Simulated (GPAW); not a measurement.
# Zr L₃ ELNES/XANES of ZrS (Fm-3m) from DFT, part 3 of 3

Aim: the near-edge shape at the Zr L₃ edge of ZrS (Fm-3m), and what the core hole does to it.

GPAW 26.7.0; X-ray absorption from dipole matrix elements to empty bands, plane-wave PAW LDA.

So far. Step 3 (Spectrum without a core hole, Zr atom 1): Main maxima below 30 eV (height): 1.8 eV (3.48), 5.6 eV (0.82), 8.0 eV (1.00), 17.6 eV (0.65) and 29.4 eV (0.66). At an L edge the dipole rule selects empty d (and weakly s) states on the absorber, and the strong line at the onset measures the empty part of its d band. Step 5 (Spectrum with XCH, Zr atom 1): Main maxima below 30 eV (height): 1.0 eV (4.23), 7.8 eV (0.96), 17.6 eV (0.64) and 29.2 eV (0.69). 

The database entry behind the starting cell differs from later determinations by our own check (an axis about 1.9 % long against later determinations), so it need not match the best structure at ambient conditions.

### Step 8. Reference energy of the supercell

Level of this step: plane-wave PAW DFT, LDA, self-consistent field (GPAW).

The cell, mesh and cutoff change for the next run, so it gets a reference energy of its own.

The input, scf.py:

```python
import numpy as np
from ase import Atoms
from ase.parallel import parprint, paropen
from gpaw import GPAW, PW, FermiDirac, Mixer, MixerDif, setup_paths
from gpaw.test import gen
setup_paths.insert(0, '.')
gen('Zr', name='nch2p', xcname='LDA', corehole=(2, 1, 0), write_xml=True)
from gpaw.mpi import world
world.barrier()

atoms = Atoms('Zr6S6',
    cell=[[2.625, 5.25, 2.625],
     [5.25, -2.625, -2.625],
     [2.625, 2.625, -5.25]],
    scaled_positions=[[0, 0, 0],
     [0.5, 0.16666667, 0.16666667],
     [0, 0.33333333, 0.33333333],
     [0.5, 0.5, 0.5],
     [0, 0.66666667, 0.66666667],
     [0.5, 0.83333333, 0.83333333],
     [0.75, 0.25, 0.75],
     [0.25, 0.41666667, 0.91666667],
     [0.75, 0.58333333, 0.08333333],
     [0.25, 0.75, 0.25],
     [0.75, 0.91666667, 0.41666667],
     [0.25, 0.08333333, 0.58333333]],
    pbc=True)
atoms.calc = calc = GPAW(legacy_gpaw=True, mode=PW(160, force_complex_dtype=True), xc='LDA', setups={0: 'nch2p'},
    kpts={'size': (3, 4, 4), 'gamma': True}, occupations=FermiDirac(0.1),
    charge=0, mixer=Mixer(0.1, 5, 50), maxiter=150,
    convergence={'density': 0.0001, 'eigenstates': 1e-6}, txt='scf.txt')
energy = atoms.get_potential_energy() + calc.get_reference_energy()
ef = calc.get_fermi_level()
out = dict(energy=energy, fermi=ef, forces=atoms.get_forces().tolist())
parprint(f'all-electron energy {energy:.4f} eV, Fermi level {ef:.4f} eV')
ev = np.array([[calc.get_eigenvalues(k, s) for k in range(len(calc.get_ibz_k_points()))] for s in range(calc.get_number_of_spins())])
out['homo'], out['lumo'], out['counts'] = ev[ev < ef].max(), ev[ev > ef].min(), sorted(set((ev < ef).sum((0, 2)).tolist()))
out['filled'] = (ev[:, 0] < ef).sum(1).tolist()
import json
with paropen('out.json', 'w') as f:
    json.dump(out, f)
```

On the command line:

```console
> OMP_NUM_THREADS=1 mpirun -n 4 gpaw python scf.py
```

Numbers of over 12 decimals in the logs are rounded to 6 here.

Output:

```text
Input parameters:
  convergence: {density: 0.0001,
                eigenstates: 1e-06}
  kpts: {gamma: True,
         size: (3, 4, 4)}
  maxiter: 150
  mixer: {backend: pulay,
          beta: 0.1,
          method: separate,
          nmaxold: 5,
          weight: 50}
  mode: {ecut: 160.0,
         force_complex_dtype: True,
         name: pw}
  occupations: {fixmagmom: False,
                name: fermi-dirac,
[...]
5s(2) :    -0.168580     0.971584
4p(6) :    -1.194731     0.435762
5p(0) :    -0.056877     0.975807
4d(2) :    -0.137296     0.813898
*d    :     0.862704
--------------------------------

Diagonalizing with gridspacing h=0.050

state   all-electron     PAW
-------------------------------
4s:      -2.002506    -2.003001
4p:      -1.194731    -1.195441
4d:      -0.137296    -0.137746
*f:                    0.063130
-------------------------------
all-electron energy -651757.6562 eV, Fermi level 11.0568 eV
[key lines of the parts left out:]
Converged after 16 iterations.
Dipole moment: (-0.000000, -0.000000, 0.000000) |e|*Ang
Free energy:    -90.938084
Fermi level: 11.05678
```

Elapsed: 12 s, on 4 MPI ranks of Intel Xeon Platinum 8488C (Sapphire Rapids), shared host; peak memory 0.21 GiB.

The run finished; it serves as a test, and its numbers are not taken as the result.

### Step 9. Spectrum with XCH, Zr atom 1

This attempt departs from the first core-hole run: cutoff (eV) to 160.

The input, xas.py:

```python
import numpy as np
from ase import Atoms
from ase.parallel import parprint, paropen
from gpaw import GPAW, PW, FermiDirac, Mixer, MixerDif, setup_paths
from gpaw.test import gen
setup_paths.insert(0, '.')
gen('Zr', name='fch2p', xcname='LDA', corehole=(2, 1, 1), write_xml=True)
from gpaw.mpi import world
world.barrier()

atoms = Atoms('Zr6S6',
    cell=[[2.625, 5.25, 2.625],
     [5.25, -2.625, -2.625],
     [2.625, 2.625, -5.25]],
    scaled_positions=[[0, 0, 0],
     [0.5, 0.16666667, 0.16666667],
     [0, 0.33333333, 0.33333333],
     [0.5, 0.5, 0.5],
     [0, 0.66666667, 0.66666667],
     [0.5, 0.83333333, 0.83333333],
     [0.75, 0.25, 0.75],
     [0.25, 0.41666667, 0.91666667],
     [0.75, 0.58333333, 0.08333333],
     [0.25, 0.75, 0.25],
     [0.75, 0.91666667, 0.41666667],
     [0.25, 0.08333333, 0.58333333]],
    pbc=True)
atoms.calc = calc = GPAW(legacy_gpaw=True, mode=PW(160, force_complex_dtype=True), xc='LDA', setups={0: 'fch2p'},
    kpts={'size': (3, 4, 4), 'gamma': True}, occupations=FermiDirac(0.1),
    charge=-1, mixer=Mixer(0.1, 5, 50), maxiter=150,
    convergence={'density': 0.0001, 'eigenstates': 1e-6}, txt='scf.txt')
energy = atoms.get_potential_energy() + calc.get_reference_energy()
ef = calc.get_fermi_level()
out = dict(energy=energy, fermi=ef, forces=atoms.get_forces().tolist())
parprint(f'all-electron energy {energy:.4f} eV, Fermi level {ef:.4f} eV')
ev = np.array([[calc.get_eigenvalues(k, s) for k in range(len(calc.get_ibz_k_points()))] for s in range(calc.get_number_of_spins())])
out['homo'], out['lumo'], out['counts'] = ev[ev < ef].max(), ev[ev > ef].min(), sorted(set((ev < ef).sum((0, 2)).tolist()))
out['filled'] = (ev[:, 0] < ef).sum(1).tolist()

from ase.units import Ha
from gpaw.xas import dipole_matrix_elements
nb = int(calc.get_number_of_electrons() / 2) + 162
top, nb = nb, nb + 8 + nb // 12
nscf = calc.fixed_density(kpts={'size': (3, 3, 3), 'gamma': True}, nbands=nb,
    convergence={'bands': top, 'eigenstates': 5e-3}, maxiter=60, txt='nscf.txt')
cell = atoms.cell.array
ops = [cell.T @ U.T @ np.linalg.inv(cell.T) for U in nscf.wfs.kd.symmetry.op_scc]
E = np.arange(-6, 34, 0.1)
fwhm = np.interp(E, [4, 25], [1.57, 3.5])
Y, X, zero, highest = 0, 0, 1e9, 1e9
for spin in range(nscf.get_number_of_spins()):
    wfs = nscf.wfs
    mine = wfs.bd.get_slice()  # this rank's bands
    A = dipole_matrix_elements(wfs.setups[0])
    eps = np.zeros((wfs.kd.nibzkpts, nb))
    d = np.zeros((3, A.shape[1], wfs.kd.nibzkpts, nb), complex)
    for kpt in wfs.kpt_u:
        if kpt.s == spin and 0 in kpt.P_ani:
            eps[kpt.k, mine] = kpt.eps_n * Ha
            d[:, :, kpt.k, mine] = (kpt.weight * wfs.nspins / 2) ** 0.5 * np.inner(A, kpt.P_ani[0])
    world.sum(eps)
    world.sum(d)
    T = np.einsum('amkn,bmkn->abkn', d, d.conj()).real
    T = sum(np.einsum('ai,ijkn,bj->abkn', R, T, R) for R in ops) / len(ops)
    empty = eps > ef
    zero, highest = min(zero, eps[empty].min()), min(highest, eps[:, top - 1].min())
    lines = [(eps, T, empty)] if spin == 0 else lines + [(eps, T, empty)]
for eps, T, empty in lines:
    f = np.einsum('aakn->akn', T).reshape(3, -1)
    x = eps.ravel() - zero
    w = np.interp(x, E, fwhm) / 2.35482
    g = np.exp(-0.5 * ((E[:, None] - x) / w) ** 2) / (w * (2 * np.pi) ** 0.5)
    Y = Y + (f * empty.ravel()) @ g.T
    X = X + (f * ~empty.ravel()) @ g.T
out.update(E=E.round(2).tolist(), xas=Y.tolist(), xes=X.tolist(), zero=zero, valid=highest - zero, nk=len(eps), nb=nb)
for i in range(0, len(E), 10):
    parprint(f'{E[i]:7.2f}', *(f'{v:10.3e}' for v in Y[:, i]))
import json
with paropen('out.json', 'w') as f:
    json.dump(out, f)
```

On the command line:

```console
> OMP_NUM_THREADS=1 mpirun -n 4 gpaw python xas.py
```

Output:

```text
Input parameters:
  charge: -1
  convergence: {density: 0.0001,
                eigenstates: 1e-06}
  kpts: {gamma: True,
         size: (3, 4, 4)}
  maxiter: 150
  mixer: {backend: pulay,
          beta: 0.1,
          method: separate,
          nmaxold: 5,
          weight: 50}
  mode: {ecut: 160.0,
         force_complex_dtype: True,
         name: pw}
  occupations: {fixmagmom: False,
[...]
*d    :     0.473442
--------------------------------

Diagonalizing with gridspacing h=0.050

state   all-electron     PAW
-------------------------------
4s:      -2.562275    -2.562766
4p:      -1.713640    -1.714321
4d:      -0.526558    -0.527181
*f:                   -0.033204
-------------------------------
all-electron energy -649516.3187 eV, Fermi level 10.9135 eV
[...]
32.00  1.031e-05  1.037e-05  1.031e-05
  33.00  9.549e-06  9.536e-06  9.549e-06
[key lines of the parts left out:]
Converged after 14 iterations.
Dipole moment: (-0.000000, -0.000000, 0.000000) |e|*Ang
Free energy:   -100.963356
Fermi level: 10.91346
```

Elapsed: 26 s, on 4 MPI ranks; peak memory 0.24 GiB.

The run finished. A setting was moved off its sound value on purpose, so it serves as a test and not as the result.

The fault put into the input: the cutoff is far too low.

This run also has another mesh (3×3×3 against 3×4×4), so the 3 % r.m.s. difference can't be laid on the changed setting alone. The highest intensity below 24 eV stays at 1.0 eV.

| E (eV) | first run | this run |
| --- | --- | --- |
| -2.0 | 0.00 | 0.01 |
| -0.5 | 0.97 | 1.03 |
| 1.0 | 4.23 | 4.25 |
| 2.5 | 2.08 | 2.04 |
| 4.0 | 0.68 | 0.68 |
| 5.5 | 0.59 | 0.60 |
| 7.0 | 0.82 | 0.77 |
| 8.5 | 0.91 | 0.89 |
| 10.0 | 0.70 | 0.68 |
| 11.5 | 0.53 | 0.56 |
| 13.0 | 0.37 | 0.39 |
| 14.5 | 0.40 | 0.38 |
| 16.0 | 0.57 | 0.57 |
| 17.5 | 0.64 | 0.68 |
| 19.0 | 0.57 | 0.61 |
| 20.5 | 0.42 | 0.44 |
| 22.0 | 0.43 | 0.41 |
| 23.5 | 0.49 | 0.47 |
| 25.0 | 0.47 | 0.46 |
| 26.5 | 0.52 | 0.51 |
| 28.0 | 0.64 | 0.63 |
| 29.5 | 0.69 | 0.71 |
| 31.0 | 0.59 | 0.65 |

### Step 10. What the core hole does

Both curves are counted from their own zero, so only the shift of weight within the empty states shows.

| E (eV) | no hole | XCH |
| --- | --- | --- |
| -2.0 | 0.00 | 0.00 |
| -1.0 | 0.19 | 0.26 |
| 0.0 | 1.34 | 2.25 |
| 1.0 | 2.86 | 4.23 |
| 2.0 | 3.38 | 2.95 |
| 3.0 | 2.03 | 1.39 |
| 4.0 | 0.89 | 0.68 |
| 5.0 | 0.69 | 0.62 |
| 6.0 | 0.80 | 0.59 |
| 7.0 | 0.81 | 0.82 |
| 8.0 | 1.00 | 0.96 |
| 9.0 | 0.85 | 0.83 |
| 10.0 | 0.81 | 0.70 |
| 11.0 | 0.72 | 0.61 |
| 12.0 | 0.48 | 0.46 |
| 13.0 | 0.37 | 0.37 |
| 14.0 | 0.39 | 0.36 |
| 15.0 | 0.46 | 0.46 |
| 16.0 | 0.56 | 0.57 |
| 17.0 | 0.64 | 0.63 |
| 18.0 | 0.64 | 0.64 |
| 19.0 | 0.57 | 0.57 |
| 20.0 | 0.47 | 0.46 |
| 21.0 | 0.41 | 0.41 |
| 22.0 | 0.42 | 0.43 |
| 23.0 | 0.46 | 0.48 |
| 24.0 | 0.47 | 0.49 |
| 25.0 | 0.44 | 0.47 |
| 26.0 | 0.46 | 0.49 |
| 27.0 | 0.52 | 0.56 |
| 28.0 | 0.60 | 0.64 |
| 29.0 | 0.65 | 0.69 |
| 30.0 | 0.64 | 0.67 |
| 31.0 | 0.57 | 0.59 |
| 32.0 | 0.50 | 0.53 |

With each curve scaled to its own mean, the area from −2 to 6 eV with the hole is 12.7 against 11.8, and the centre of weight from −1 to 20 eV moves by -0.5 eV (first and strongest maxima below 20 eV: 1.8 eV (3.48), 5.6 eV (0.82) and 8.0 eV (1.00) without the hole, 1.0 eV (4.23), 7.8 eV (0.96) and 17.6 eV (0.64) with it); the shape changes all the same, by 31 % r.m.s.

### Step 11. Summary of results

```yaml
absorber_and_edge: Zr L₃, atom 1 of the ground-state input (counted from 1)
surroundings: 6 S at 2.62 Å (octahedral, site symmetry m-3m)
highest_intensity_below_24_ev: 1.0 eV above the zero, height 4.23
```

**Reading.** The Zr L₃ edge of atom 1, with 6 S at 2.62 Å (octahedral, site symmetry m-3m), has its highest intensity of the first 24 eV at 1.0 eV above the zero, 4.2 times the mean level of the first 20 eV (Gaussian full width 1.57 eV up to 4 eV, rising linearly to 3.5 eV at 25 eV). With each curve scaled to its own mean, the area from −2 to 6 eV with the hole is 12.7 against 11.8, and the centre of weight from −1 to 20 eV moves by -0.5 eV (first and strongest maxima below 20 eV: 1.8 eV (3.48), 5.6 eV (0.82) and 8.0 eV (1.00) without the hole, 1.0 eV (4.23), 7.8 eV (0.96) and 17.6 eV (0.64) with it); the shape changes all the same, by 31 % r.m.s. A cell with holes 3.7 Å apart changes the curve by 6 % r.m.s. (6 % after the best shift). Only the L₃ part is meant: spin–orbit coupling of the core level isn't computed and the L₂ copy isn't added. The script folds with a Gaussian, whereas the core hole's own line is a Lorentzian, so the onset is too steep and the first peak too high. The unit cell's mesh shows no gap over 0.35 eV. That is right for a metallic compound; for a small-gap or correlated insulator it would be the fault of the functional or of the assumed magnetic order, and the hole would be screened too well. The holes are only 6.4 Å apart, so the shape is probably not converged with cell size; no larger cell was run here. The mesh is coarse (0.35 Å⁻¹ between points), so small maxima may be mesh ripples. Lifetime broadening is put in by hand, and intensities beyond about 20 eV depend on it and on the partial waves; weight that the partial waves miss at high energy is lost. The structure is a published determination, not relaxed.

[Banner, clock and machine lines of the logs are left out without a mark of their own.]

[Logs are printed without paths, hosts, clocks, repeated set-up lines and the standing remarks that a program may print on its own settings, such as how far it seeks lower states.]

[Hosts, paths, dates, database ids (printed as entryN), source tags and the programs' standing remarks are cut or masked in the printed files.]

[Lists of maxima count a maximum above −3 eV only where it reaches 4 % of the highest in the window and stands out from its surroundings by 2 % of it (1.5 % where it reaches 55 %); shoulders and weaker maxima are passed over, and of the rest the first, up to two pre-edge ones and the few strongest are named.]
